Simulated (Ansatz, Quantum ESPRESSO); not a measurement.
# Complex bands of SiC, zinc blende type, lattice constant set to 4.207 Å, part 3 of 4

Wanted: the complex band structure of SiC, zinc blende type, lattice constant set to 4.207 Å, as for a tunnel barrier.

Quantum ESPRESSO 7.5; plane-wave DFT, LDA, PseudoDojo norm-conserving pseudopotentials; cross-check by Ansatz 0.2.0 with PAW datasets.

So far. Step 2 (Self-consistent run): The run needed 10 iterations to bring the estimated error under 1e-09 Ry.

## (4) Complex band structure

Level of this step: complex band structure by pwcond; plane-wave DFT, LDA, PseudoDojo norm-conserving pseudopotentials (Quantum ESPRESSO).

Input file cbs.w.in:

```
&inputcond
  outdir = './out'
  prefixl = 'scf'
  band_file = 'cbs.w'
  ikind = 0
  ewind = 1.0
  epsproj = 1e-05
  nz1 = 7
  energy0 = 4.48
  denergy = -0.16
/
4
  0.00000000 0.00000000 1.00000000
  0.50000000 0.00000000 1.00000000
  0.50000000 0.50000000 1.00000000
  0.25000000 0.00000000 1.00000000
41
```

Command:

```
$ OMP_NUM_THREADS=1 mpirun -n 2 pwcond.x -in cbs.w.in > cbs.w.out
```

What it wrote:

```text
[banner, memory and clock lines left out]
Program PWCOND v.7.5 starts
[citation notice left out]

[...]
./out/scf.save/

     IMPORTANT: XC functional enforced from input :
     Exchange-correlation= PW
                           (   1   4   0   0   0   0   0)
     Any further DFT definition will be discarded
     Please, verify this is what you really want

     Reading collected, re-writing distributed wavefunctions

===== INPUT FILE containing the left lead =====

     GEOMETRY:

     lattice parameter (alat)  =       5.6216  a.u.
     the volume                =     251.2373 (a.u.)^3
     the cross section         =      31.6019 (a.u.)^2
     l of the unit cell        =       1.4142 (alat)
     number of atoms/cell      =            4
     number of atomic types    =            2

     crystal axes: (cart. coord. in units of alat)
               a(1) = (  1.0000  0.0000  0.0000 )
               a(2) = (  0.0000  1.0000  0.0000 )
               a(3) = (  0.0000  0.0000  1.4142 )

   Cartesian axes

     site n.     atom                  positions (alat units)
          1        Si     tau(  1)=(  0.0000  0.0000  1.4142  )
          2        C      tau(  2)=(  0.5000  0.0000  0.3536  )
          3        Si     tau(  3)=(  0.5000  0.5000  0.7071  )
          4        C      tau(  4)=(  0.0000  0.5000  1.0607  )

     nr1s                      =           32
     nr2s                      =           32
     nr3s                      =           45
     nr1sx                     =           32
     nr2sx                     =           32
     nr3sx                     =           45
     nr1                       =           32
     nr2                       =           32
     nr3                       =           45
     nr1x                      =           32
     nr2x                      =           32
     nr3x                      =           45

 _______________________________
  Radii of nonlocal spheres:

     type       ibeta     ang. mom.          radius (alat units)
       Si         1         0                    0.2846
       Si         2         0                    0.2900
       Si         3         1                    0.3077
       Si         4         1                    0.3113
       Si         5         2                    0.3398
       Si         6         2                    0.3469
       C          1         0                    0.2117
       C          2         0                    0.2152
       C          3         1                    0.2224
       C          4         1                    0.2259
----- General information -----

----- Complex band structure calculation -----

     nrx                       =           32
     nry                       =           32
     nz1                       =            7

     energy0               =         4.5E+00
     denergy               =        -1.6E-01
     nenergy               =         41
     ecut2d                =         7.4E+01
     ewind                 =         1.0E+00
     epsproj               =         1.0E-05

     number of k_|| points=    4
                       cryst. coord.
        k(    1) = (   0.0000000   0.0000000), wk =   0.2500000
        k(    2) = (   0.5000000   0.0000000), wk =   0.2500000
        k(    3) = (   0.5000000   0.5000000), wk =   0.2500000
        k(    4) = (   0.2500000   0.0000000), wk =   0.2500000
----- Information about left lead -----

     nocros                   =           18
     noins                    =           34
     norb                     =           70
     norbf                    =           70
     nrz                      =           45

      iorb      type   ibeta   ang. mom.   m       position (alat)
        1        1       1        0        1   taunew(   1)=(  0.0000  0.0000  0.0000)
        2        1       2        0        1   taunew(   2)=(  0.0000  0.0000  0.0000)
[...]
70        1       6        2        5   taunew(  70)=(  0.0000  0.0000  1.4142)
    k slab    z(k)  z(k+1)     crossing(iorb=1,norb)
    1   0.0000 0.0314 0.0314   1111111111111111110000000000000000000000000000000000000000000000000000
    2   0.0314 0.0629 0.0314   1111111111111111110000000000000000000000000000000000000000000000000000
[...]
45   1.3828 1.4142 0.0314   0000000000000000000000000000000000000000000000000000111111111111111111
 ngper, shell number =          185          28
 ngper, n2d =          185          68
---  E-Ef =    4.4800000  k =    0.0000000   0.0000000
---  ie =          1  ik =          1
 Nchannels of the left tip =            1
 Right moving states:
   k1(2pi/a)   k2(2pi/a)   E-Ef (eV)
  -0.4853243  -0.0000000   4.4800000
 Left moving states:
   k1(2pi/a)   k2(2pi/a)   E-Ef (eV)
   0.4853243  -0.0000000   4.4800000

---  E-Ef =    4.3200000  k =    0.0000000   0.0000000
---  ie =          2  ik =          1
 Nchannels of the left tip =            1
 Right moving states:
   k1(2pi/a)   k2(2pi/a)   E-Ef (eV)
   0.4997842  -0.0000000   4.3200000
 Left moving states:
   k1(2pi/a)   k2(2pi/a)   E-Ef (eV)
  -0.4997842   0.0000000   4.3200000
[... further energies and points left out ...]
---  E-Ef =   -1.7600000  k =    0.2500000   0.0000000
---  ie =         40  ik =          4
 Nchannels of the left tip =           57
 Right moving states:
   k1(2pi/a)   k2(2pi/a)   E-Ef (eV)
   0.0058827   0.0000000  -1.7600000
  -0.0092718   0.0000000  -1.7600000
   0.0107519   0.0000000  -1.7600000
   0.0152030  -0.0000000  -1.7600000
   0.0169093   0.0000000  -1.7600000
   0.0202002   0.0000000  -1.7600000
   0.0206833  -0.0000000  -1.7600000
   0.0211256   0.0000000  -1.7600000
   0.0212748  -0.0000000  -1.7600000
   0.0213071  -0.0000000  -1.7600000
   0.0213500  -0.0000000  -1.7600000
   0.0213771   0.0000000  -1.7600000
   0.0214066   0.0000000  -1.7600000
   0.0214127  -0.0000000  -1.7600000
   0.0214234   0.0000000  -1.7600000
   0.0214322   0.0000000  -1.7600000
   0.0214336  -0.0000000  -1.7600000
   0.0214356   0.0000000  -1.7600000
   0.0214369   0.0000000  -1.7600000
   0.0214379   0.0000000  -1.7600000
   0.0214379   0.0000000  -1.7600000
   0.0214380   0.0000000  -1.7600000
   0.0214386   0.0000000  -1.7600000
   0.0214386   0.0000000  -1.7600000
   0.0214386   0.0000000  -1.7600000
   0.0214386   0.0000000  -1.7600000
   0.0214386   0.0000000  -1.7600000
   0.0214386   0.0000000  -1.7600000
   0.0214386   0.0000000  -1.7600000
   0.0214386   0.0000000  -1.7600000
   0.0214386   0.0000000  -1.7600000
   0.0214386   0.0000000  -1.7600000
   0.0214386  -0.0000000  -1.7600000
   0.0214386  -0.0000000  -1.7600000
   0.0214386   0.0000000  -1.7600000
   0.0214386  -0.0000000  -1.7600000
   0.0214386  -0.0000000  -1.7600000
   0.0214386  -0.0000000  -1.7600000
   0.0214386   0.0000000  -1.7600000
   0.0214386   0.0000000  -1.7600000
   0.0214386   0.0000000  -1.7600000
   0.0214386   0.0000000  -1.7600000
   0.0214386   0.0000000  -1.7600000
   0.0214386   0.0000000  -1.7600000
   0.0214386   0.0000000  -1.7600000
   0.0214386   0.0000000  -1.7600000
   0.0214386   0.0000000  -1.7600000
   0.0214386   0.0000000  -1.7600000
   0.0214386   0.0000000  -1.7600000
   0.0214386   0.0000000  -1.7600000
   0.0214386   0.0000000  -1.7600000
   0.0214386   0.0000000  -1.7600000
   0.0214386   0.0000000  -1.7600000
  -0.0415569  -0.0000000  -1.7600000
  -0.2057728   0.0000000  -1.7600000
   0.4364818  -0.0000000  -1.7600000
   0.4775803  -0.0000000  -1.7600000
 Left moving states:
   k1(2pi/a)   k2(2pi/a)   E-Ef (eV)
  -0.0058827   0.0000000  -1.7600000
   0.0092718  -0.0000000  -1.7600000
  -0.0107519   0.0000000  -1.7600000
  -0.0152030  -0.0000000  -1.7600000
  -0.0169093  -0.0000000  -1.7600000
  -0.0202002  -0.0000000  -1.7600000
  -0.0206833  -0.0000000  -1.7600000
  -0.0211256  -0.0000000  -1.7600000
  -0.0212748  -0.0000000  -1.7600000
  -0.0213071  -0.0000000  -1.7600000
  -0.0213500   0.0000000  -1.7600000
  -0.0213771   0.0000000  -1.7600000
  -0.0214066   0.0000000  -1.7600000
  -0.0214127   0.0000000  -1.7600000
  -0.0214234   0.0000000  -1.7600000
  -0.0214322  -0.0000000  -1.7600000
  -0.0214336  -0.0000000  -1.7600000
  -0.0214356   0.0000000  -1.7600000
  -0.0214369   0.0000000  -1.7600000
  -0.0214379   0.0000000  -1.7600000
  -0.0214380  -0.0000000  -1.7600000
  -0.0214380  -0.0000000  -1.7600000
  -0.0214385  -0.0000000  -1.7600000
  -0.0214386  -0.0000000  -1.7600000
  -0.0214386   0.0000000  -1.7600000
  -0.0214386   0.0000000  -1.7600000
  -0.0214386   0.0000000  -1.7600000
  -0.0214386   0.0000000  -1.7600000
  -0.0214386   0.0000000  -1.7600000
  -0.0214386   0.0000000  -1.7600000
  -0.0214386   0.0000000  -1.7600000
  -0.0214386   0.0000000  -1.7600000
  -0.0214386   0.0000000  -1.7600000
  -0.0214386   0.0000000  -1.7600000
  -0.0214386   0.0000000  -1.7600000
  -0.0214386   0.0000000  -1.7600000
  -0.0214386   0.0000000  -1.7600000
  -0.0214386   0.0000000  -1.7600000
  -0.0214386   0.0000000  -1.7600000
  -0.0214386   0.0000000  -1.7600000
  -0.0214386   0.0000000  -1.7600000
  -0.0214386   0.0000000  -1.7600000
  -0.0214386   0.0000000  -1.7600000
  -0.0214386   0.0000000  -1.7600000
  -0.0214386   0.0000000  -1.7600000
  -0.0214386   0.0000000  -1.7600000
  -0.0214386   0.0000000  -1.7600000
  -0.0214386   0.0000000  -1.7600000
  -0.0214386   0.0000000  -1.7600000
  -0.0214386   0.0000000  -1.7600000
  -0.0214386   0.0000000  -1.7600000
  -0.0214386   0.0000000  -1.7600000
  -0.0214386   0.0000000  -1.7600000
   0.0415569  -0.0000000  -1.7600000
   0.2057728  -0.0000000  -1.7600000
  -0.4364818  -0.0000000  -1.7600000
  -0.4775803  -0.0000000  -1.7600000

---  E-Ef =   -1.9200000  k =    0.2500000   0.0000000
---  ie =         41  ik =          4
 Nchannels of the left tip =           57
 Right moving states:
   k1(2pi/a)   k2(2pi/a)   E-Ef (eV)
   0.0013954   0.0000000  -1.9200000
  -0.0035278   0.0000000  -1.9200000
   0.0058810  -0.0000000  -1.9200000
   0.0076095   0.0000000  -1.9200000
   0.0109309   0.0000000  -1.9200000
   0.0114183  -0.0000000  -1.9200000
   0.0118648  -0.0000000  -1.9200000
   0.0120154  -0.0000000  -1.9200000
   0.0120480  -0.0000000  -1.9200000
   0.0120913   0.0000000  -1.9200000
   0.0121187  -0.0000000  -1.9200000
   0.0121484   0.0000000  -1.9200000
   0.0121546   0.0000000  -1.9200000
   0.0121653   0.0000000  -1.9200000
   0.0121743   0.0000000  -1.9200000
   0.0121757  -0.0000000  -1.9200000
   0.0121777   0.0000000  -1.9200000
   0.0121790  -0.0000000  -1.9200000
   0.0121800  -0.0000000  -1.9200000
   0.0121801  -0.0000000  -1.9200000
   0.0121807  -0.0000000  -1.9200000
   0.0121807   0.0000000  -1.9200000
   0.0121807  -0.0000000  -1.9200000
   0.0121807  -0.0000000  -1.9200000
   0.0121807   0.0000000  -1.9200000
   0.0121807   0.0000000  -1.9200000
   0.0121807   0.0000000  -1.9200000
   0.0121807   0.0000000  -1.9200000
   0.0121807   0.0000000  -1.9200000
   0.0121807   0.0000000  -1.9200000
   0.0121807   0.0000000  -1.9200000
   0.0121807   0.0000000  -1.9200000
   0.0121807   0.0000000  -1.9200000
   0.0121807   0.0000000  -1.9200000
   0.0121807   0.0000000  -1.9200000
   0.0121807   0.0000000  -1.9200000
   0.0121807   0.0000000  -1.9200000
   0.0121807   0.0000000  -1.9200000
   0.0121807   0.0000000  -1.9200000
   0.0121807   0.0000000  -1.9200000
   0.0121807   0.0000000  -1.9200000
   0.0121807   0.0000000  -1.9200000
   0.0121807   0.0000000  -1.9200000
   0.0121807   0.0000000  -1.9200000
   0.0121807   0.0000000  -1.9200000
   0.0121807   0.0000000  -1.9200000
   0.0121807   0.0000000  -1.9200000
   0.0121807   0.0000000  -1.9200000
   0.0121807   0.0000000  -1.9200000
   0.0121807   0.0000000  -1.9200000
   0.0121807   0.0000000  -1.9200000
   0.0121807   0.0000000  -1.9200000
  -0.0188346   0.0000000  -1.9200000
  -0.0514349  -0.0000000  -1.9200000
  -0.2177456   0.0000000  -1.9200000
   0.3930513  -0.0000000  -1.9200000
   0.4600168  -0.0000000  -1.9200000
 Left moving states:
   k1(2pi/a)   k2(2pi/a)   E-Ef (eV)
  -0.0013954   0.0000000  -1.9200000
   0.0035278   0.0000000  -1.9200000
  -0.0058810  -0.0000000  -1.9200000
  -0.0076095  -0.0000000  -1.9200000
  -0.0109309  -0.0000000  -1.9200000
  -0.0114183   0.0000000  -1.9200000
  -0.0118648  -0.0000000  -1.9200000
  -0.0120154  -0.0000000  -1.9200000
  -0.0120480  -0.0000000  -1.9200000
  -0.0120913   0.0000000  -1.9200000
  -0.0121187  -0.0000000  -1.9200000
  -0.0121484   0.0000000  -1.9200000
  -0.0121546   0.0000000  -1.9200000
  -0.0121653   0.0000000  -1.9200000
  -0.0121743   0.0000000  -1.9200000
  -0.0121757  -0.0000000  -1.9200000
  -0.0121777  -0.0000000  -1.9200000
  -0.0121790  -0.0000000  -1.9200000
  -0.0121800  -0.0000000  -1.9200000
  -0.0121800  -0.0000000  -1.9200000
  -0.0121804   0.0000000  -1.9200000
  -0.0121807  -0.0000000  -1.9200000
  -0.0121807  -0.0000000  -1.9200000
  -0.0121807   0.0000000  -1.9200000
  -0.0121807  -0.0000000  -1.9200000
  -0.0121807  -0.0000000  -1.9200000
  -0.0121807  -0.0000000  -1.9200000
  -0.0121807  -0.0000000  -1.9200000
  -0.0121807  -0.0000000  -1.9200000
  -0.0121807  -0.0000000  -1.9200000
  -0.0121807  -0.0000000  -1.9200000
  -0.0121807  -0.0000000  -1.9200000
  -0.0121807  -0.0000000  -1.9200000
  -0.0121807  -0.0000000  -1.9200000
  -0.0121807   0.0000000  -1.9200000
  -0.0121807   0.0000000  -1.9200000
  -0.0121807   0.0000000  -1.9200000
  -0.0121807   0.0000000  -1.9200000
  -0.0121807   0.0000000  -1.9200000
  -0.0121807   0.0000000  -1.9200000
  -0.0121807   0.0000000  -1.9200000
  -0.0121807   0.0000000  -1.9200000
  -0.0121807   0.0000000  -1.9200000
  -0.0121807   0.0000000  -1.9200000
  -0.0121807   0.0000000  -1.9200000
  -0.0121807   0.0000000  -1.9200000
  -0.0121807   0.0000000  -1.9200000
  -0.0121807   0.0000000  -1.9200000
  -0.0121807   0.0000000  -1.9200000
  -0.0121807   0.0000000  -1.9200000
  -0.0121807   0.0000000  -1.9200000
  -0.0121807   0.0000000  -1.9200000
   0.0188346  -0.0000000  -1.9200000
   0.0514349  -0.0000000  -1.9200000
   0.2177456  -0.0000000  -1.9200000
  -0.3930513  -0.0000000  -1.9200000
  -0.4600168  -0.0000000  -1.9200000

[...]
```

Run time: 3 min. Hardware: 2 MPI ranks of Arm Neoverse N1, shared host; peak memory 0.12 GiB; 5.8 min of CPU time.

The run finished, but its numbers are not taken as the system's. The fault: channel counts that the second code doesn't bear out, a failure of the reduced basis or of the integration along z.

(Continued in part 4 of 4.)

[Logs are printed without paths, hosts, clocks, repeated set-up lines and the standing remarks that a program may print on its own settings, such as how far it seeks lower states.]

[Hosts, paths, dates, database ids (printed as entryN), source tags and the programs' standing remarks are cut or masked in the printed files.]

[Maps of the electrostatic potential energy from Ansatz leave out the sawtooth potential of an applied field or a dipole correction, so their vacuum need not be flat; planar profiles and work functions include it.]
